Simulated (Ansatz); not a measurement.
# A failed many-body run on Ba2ClF3 (P-3m1)

What is wrong with this input for Ba2ClF3 (P-3m1)?

Program: Ansatz 0.2.0. Level of theory: G0W0 on LDA, plane waves, PAW. Values are calculated unless marked as measured.

**1. Set-up**

Symmetry: P-3m1, No. 164, trigonal system. The conventional cell has a = 4.498 Å, b = 4.498 Å, c = 7.501 Å, α = 90.00°, β = 90.00°, γ = 120.00°. Nearest to Ba lie 7 F at 2.61 to 3.00 Å and 3 Cl at 3.43 Å. Nearest to Cl lie 6 Ba at 3.43 Å. Nearest to F lie 6 F at 2.87 Å and 6 Ba at 3.00 Å. F has 4 Ba at 2.61 to 2.74 Å nearest. Farther neighbours, and contacts between anions beyond the nearest, are not listed.

Coordinates:

```cif
data_structure
_symmetry_space_group_name_H-M 'P 1'
_symmetry_Int_Tables_number 1
_cell_length_a 4.4977
_cell_length_b 4.4977
_cell_length_c 7.5008
_cell_angle_alpha 90.000
_cell_angle_beta 90.000
_cell_angle_gamma 120.000
_cell_volume 131.40
loop_
_atom_site_label
_atom_site_type_symbol
_atom_site_fract_x
_atom_site_fract_y
_atom_site_fract_z
_atom_site_occupancy
Ba1 Ba 0.66667 0.33333 0.20124 1
Ba2 Ba 0.33333 0.66667 0.79876 1
Cl3 Cl 0.00000 0.00000 0.50000 1
F4 F 0.00000 0.00000 0.00000 1
F5 F 0.66667 0.33333 0.83573 1
F6 F 0.33333 0.66667 0.16427 1
```

The cell and positions are those that the Materials Project relaxed with its own functionals (PBE, PBE+U or r2SCAN), kept fixed. The default PAW set here is soft_2. Its files were made with PBE.

**2. First try**

Contents of input.yaml:

```yaml
crystal:
  lattice:
    - [4.4976579259, 0.0, 0.0]
    - [-2.248828963, 3.8950860214, 0.0]
    - [0.0, 0.0, 7.500756]
  atoms:
    - { symbol: Ba, position: [0.66666667, 0.33333333, 0.201239] }
    - { symbol: Ba, position: [0.33333333, 0.66666667, 0.798761] }
    - { symbol: Cl, position: [0.0, 0.0, 0.5] }
    - { symbol: F, position: [0.0, 0.0, 0.0] }
    - { symbol: F, position: [0.66666667, 0.33333333, 0.835733] }
    - { symbol: F, position: [0.33333333, 0.66666667, 0.164267] }
kpoints:
  mp_grid: { grid: [3, 3, 2] }
hamiltonian:
  xc: lda
scf:
  occupations: { method: fixed }
gw:
  n_empty_bands: 138
  ecut_chi: 60
  qp_bands: [v2, c2]
  qp_kpoints: band_edges
  screening: { model: contour_deformation }
  plasmon_pole_fit_frequency: 20
```

Command:

```
$ ansatz run input.yaml --threads 8 --pin off --max-ram 18432MiB --backend cpu --events-out ev --progress --plain --runs-dir out
```

Log:

```text
Error: inconsistent input (gw.plasmon_pole_fit_frequency, gw.screening.model): the fit frequency is the Godby–Needs plasmon-pole model's, and contour deformation fits no pole — remove gw.plasmon_pole_fit_frequency, or set gw.screening.model: godby_needs
```

Wall time 0.02 s (8 threads of Arm Neoverse N1, shared host); peak memory 0.06 GiB; 0.02 s of CPU time.

Q: What is the fault?

The program refused the input before any cycle.

The program's message: “Error: inconsistent input (gw.plasmon_pole_fit_frequency, gw.screening.model): the fit frequency is the Godby–Needs plasmon-pole model's, and contour deformation fits no pole — remove gw.plasmon_pole_ …”

The fault: fit frequency beside contour deformation. Contour deformation fits no pole, so the key has no meaning there.

**3. A better input**

Now the one-shot GW correction: screening in the RPA, then the self-energy of the levels asked for.

Edit input.yaml of step 2 so:

```diff
@@ -19,4 +19,4 @@
 gw:
-  n_empty_bands: 138
-  ecut_chi: 60
+  n_empty_bands: 159
+  ecut_chi: 66
   qp_bands: [v2, c2]
@@ -24,2 +24 @@
   screening: { model: contour_deformation }
-  plasmon_pole_fit_frequency: 20
```

Log:

```text
[...]
Crystal: 6 atoms, lattice volume = 131.404 Å³
Basis set: ecut = 420 eV, 2575 PW (Γ)
Bands: 30, of which v1, the nominal top of the filled ones, is band 24 counted from 1 (23 counted from 0)
Symmetry: 12 space group operations
[...]
k-points: 6 of 18
[...]
SCF iter   1: F=—  HF=-14997.466183 eV  |F-HF|=—  |Δ(HF+E_count)|=         —  Δρ=1.35e-2  dr2=1.83e-1  ethr=1.77e-3  ⟨swp⟩=4.8  Hψ=775  notcnv=0  defer=17
[...]
SCF iter   8: F=-14997.413089 eV  HF=-14997.413089 eV  |F-HF|=4.47e-9  |Δ(HF+E_count)|=   1.24e-8  Δρ=2.47e-6  dr2=7.77e-9  ethr=2.08e-10  ⟨swp⟩=10.2  Hψ=913  notcnv=0
SCF 1 converged in 8 iterations: F = -14997.413089 eV  dr2 = 7.77e-9
[...]
NSCF: frozen V_eff on 6 k-points
G₀W₀ screening: q 1/6
[... further progress lines ...]
[...]
SCF converged after 8 iterations
Free energy (F): -14997.413089 eV
[...]
0    23      3.5400   -24.7210     4.0275   -19.3303  0.7862     2.1541     2.1769  root
     0    24      3.5658   -25.0390     4.1395   -19.5281  0.7839     2.1710     2.1945  root
     0    25      8.9769    -4.9610    -3.3986    -9.6357  0.8605    10.2651    10.2530  root
     0    26     10.4583    -5.9596    -3.6301   -11.2156  0.8555    12.1052    12.0842  root
     1    23      3.4484   -21.1424     3.0995   -16.7097  0.7950     2.0944     2.1152  root
     1    24      3.4484   -21.1424     3.0995   -16.7097  0.7950     2.0944     2.1152  root
     1    25      9.7145    -5.1872    -3.3019    -9.7715  0.8551    11.0102    10.9970  root
     1    26     11.0330    -7.8910    -3.5197   -13.1430  0.8461    12.7905    12.7654  root
[...]
5    23      3.2212   -30.5267     5.8785   -23.1376  0.7637     1.6771     1.7107  root
     5    24      3.2212   -30.5267     5.8785   -23.1376  0.7637     1.6771     1.7107  root
     5    25     10.8189    -7.1168    -3.7582   -12.7129  0.8492    12.6861    12.6567  root
     5    26     11.2373    -6.7936    -3.7101   -12.2358  0.8463    12.9962    12.9693  root
[key lines of the parts left out:]
Fermi energy:    3.565812 eV
```

Run time: 14 s. Hardware: 8 threads; peak memory 0.83 GiB.

Reading the cycles: dr2 is the Hartree energy of the density residual (eV), the measure of convergence; HF is the Harris–Foulkes estimate of the energy, which meets the free energy F at convergence.

Read from the output:

```
bands summed                                 : 183
RPA ε∞ on this mesh (eigenvalues)            : 2.629, 2.697, 2.697
plane waves in the screening matrix          : 147
q-points in the mesh                         : 18
G0W0 gap on the mesh                         : 8.059 eV
k of the valence top                         : 0, 0, 0
k of the conduction bottom                   : 0, 0, 0
starting gap on the mesh                     : 5.411 eV
Z at the valence top                         : 0.7839
Z at the conduction bottom                   : 0.8605
least direct G0W0 gap on the computed points : 8.059 eV
```

The gap on the mesh goes from 5.41 eV to 8.06 eV, a correction of +2.65 eV. Between the two edge states, bare exchange in place of the xc potential would open the gap by 10.19 eV, and correlation takes back 7.54 eV.

**4. What came out**

| Item | Value |
| --- | --- |
| first try | refused after 0.02 s |
| better run | G0W0 gap on the mesh 8.06 eV (3×3×2 mesh, 159 empty bands, screening to 66 eV) |

**Reading.** The second run differs in: empty bands, screening cutoff (eV) and plasmon pole fit frequency. Bands and cutoff are finite, so the gap stands short of the basis limit, usually by up to a few tenths of an eV; the mesh is an error of its own. The 3×3×2 mesh is coarse for this cell (its supercell is 13 Å along the shortest edge). The RPA ε∞ on it, from the LDA start, is 2.63 and 2.70; such meshes misread the long-range screening, most where the gap is narrow. The many-body steps are scalar-relativistic: spin-orbit coupling is not in them.

[Long decimals in the printed logs are rounded to 6 places.]

[Logs are printed without paths, hosts, clocks, repeated set-up lines and the standing remarks that a program may print on its own settings, such as how far it seeks lower states.]

[Paths, hosts, dates, memory and timing lines, banners, echoed tables and standing remarks are left out of the program output; an Ansatz launch command may be rebuilt from the run's recorded settings. Measured values are a selection of at most five: reports struck by readers or far from the other reports are left out. None is set beside runs whose start may be inverted or whose files or cutoffs have a known fault.]

[Runs of the session that timed out or met a known fault of the program may be left out.]

[Cells called generated may have been cut or substituted from an entry of the Crystallography Open Database or the Materials Project.]

[Hosts, paths, dates, database ids (printed as entryN), source tags and the programs' standing remarks are cut or masked in the printed files.]

[Where the starting crystal was built by hand or by swapping elements, it need not be the compound's stable phase.]
